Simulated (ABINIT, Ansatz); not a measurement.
Planning a run of ABINIT 10.8.3 on YScB2O6 (R-3). The input:

```
acell 3*1.0 Angstrom
rprim 
  2.455259121368 1.417544514628 5.373024847406
  -2.455259121368 1.417544514628 5.373024847406
  0.000000000000 -2.835089029328 5.373024847387
ntypat 4
znucl 39 21 5 8
natom 10
typat 1 2 3 3 4 4 4 4 4 4
xred 
  0.500000000000 0.500000000000 0.500000000000
  0.000000000000 0.000000000000 0.000000000000
  0.255007000000 0.255007000000 0.255007000000
  0.744993000000 0.744993000000 0.744993000000
  0.233543000000 0.545880000000 0.981547000000
  0.981547000000 0.233543000000 0.545880000000
  0.545880000000 0.981547000000 0.233543000000
  0.018453000000 0.766457000000 0.454120000000
  0.454120000000 0.018453000000 0.766457000000
  0.766457000000 0.454120000000 0.018453000000
pp_dirpath "pseudos"
pseudos "Y.upf, Sc.upf, B.upf, O.upf"
ecut 36
ngkpt 6 6 6
nshiftk 1
shiftk 0 0 0
kptopt 1
chksymbreak 0
nband 41
occopt 1
tolvrs 1e-10
nstep 60
prtwf 0
optforces 0
optstress 0
indata_prefix "in"
outdata_prefix "out"
tmpdata_prefix "tmp"
```

```sh
OMP_NUM_THREADS=1 mpirun -n 4 abinit run.abi > log
```

Question: How long will it take on 4 MPI ranks of Arm Neoverse V1, shared host, and how much memory?

It took 3.7 min; on shared hardware allow 1.9 min to 7.4 min. Peak host memory was 0.67 GiB.

[Paths, hosts, dates, memory and timing lines, banners, echoed tables and standing remarks are left out of the program output.]

[Logs are printed without paths, hosts, clocks, repeated set-up lines and the standing remarks that a program may print on its own settings, such as how far it seeks lower states.]

[Runs of the session that timed out or met a known fault of the program may be left out.]

[Hosts, paths, dates, database ids (printed as entryN), source tags and the programs' standing remarks are cut or masked in the printed files.]

[G0W0 gaps are taken among the corrected bands and points alone; a level outside them can change the order at an edge.]

[Where Ansatz stands beside ABINIT at settings called matched, ABINIT's density can come from a denser mesh and the files from another edition; pairs whose starting gaps differed by over 0.03 eV were left out, so agreement reads better than it is.]
